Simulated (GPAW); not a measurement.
**KMgF3 (Pm-3m): how ε∞ follows the gap**

The empty bands of KMgF3 (Pm-3m) are shifted up rigidly by Δ, and ε∞ is computed for each shift.

Cell: a, b, c = 3.986, 3.986, 3.986 Å (primitive vectors), 5 atoms.

Method: GPAW 26.7.0, PBE, RPA, k-mesh 8×8×8, local fields up to 50 eV, Lorentzian half width 0.15 eV.

Launch of the response step: `OMP_NUM_THREADS=1 python df.py`. The series took 5.1 min in all, its band step included, on 1 thread of Arm Neoverse V1 (shared host).

```tsv
Δ (eV)	ε∞
0.00	?
0.40	1.977
0.80	1.955
1.20	1.933
1.60	1.913
2.00	1.894
```

With one effective transition at E₀ and fixed dipole strength, ε∞ − 1 = A/(E₀ + Δ), so 1/(ε∞ − 1) is linear in Δ.

Working, on the rows shown:

| x = Δ (eV) | y = 1/(ε∞ − 1) |
| --- | --- |
| 0.4 | 1.02354 |
| 0.8 | 1.04712 |
| 1.2 | 1.07181 |
| 1.6 | 1.09529 |
| 2 | 1.11857 |

Means: x̄ = 1.2, ȳ = 1.0713. Σ(x − x̄)(y − ȳ) = 0.09529, Σ(x − x̄)² = 1.6. Slope = 0.09529 / 1.6 = 0.05956; intercept = ȳ − slope · x̄ = 0.9998. Turned back into ε∞, the line misses the rows shown by at most 0.00047.

Problem. What does the fit predict for the withheld row, and how well does it do?

Solution. At x = 0 the line gives y = 0.9998, that is 2.000. The run gave 2.002, so the extrapolation is off by 0.0018, 1.7 % of the range in the table.

Refitted with all rows, the slope is 0.0602 and the intercept 0.99886. These give E₀ = intercept/slope = 16.6 eV, far above the least direct gap of 7.64 eV: most of the screening comes from transitions well over the edge. Over the first step ε∞ falls by 3 % per eV. Excitons are left out; PBE gaps are as a rule too small. The values come from a sum over the points of one k-mesh and carry its error, which grows as the direct gap shrinks. This version of GPAW has incomplete matrix elements in the optical limit, which can lower ε − 1 by up to a tenth where first-row anions or d states rule.

[Logs are printed without paths, hosts, clocks, repeated set-up lines and the standing remarks that a program may print on its own settings, such as how far it seeks lower states.]
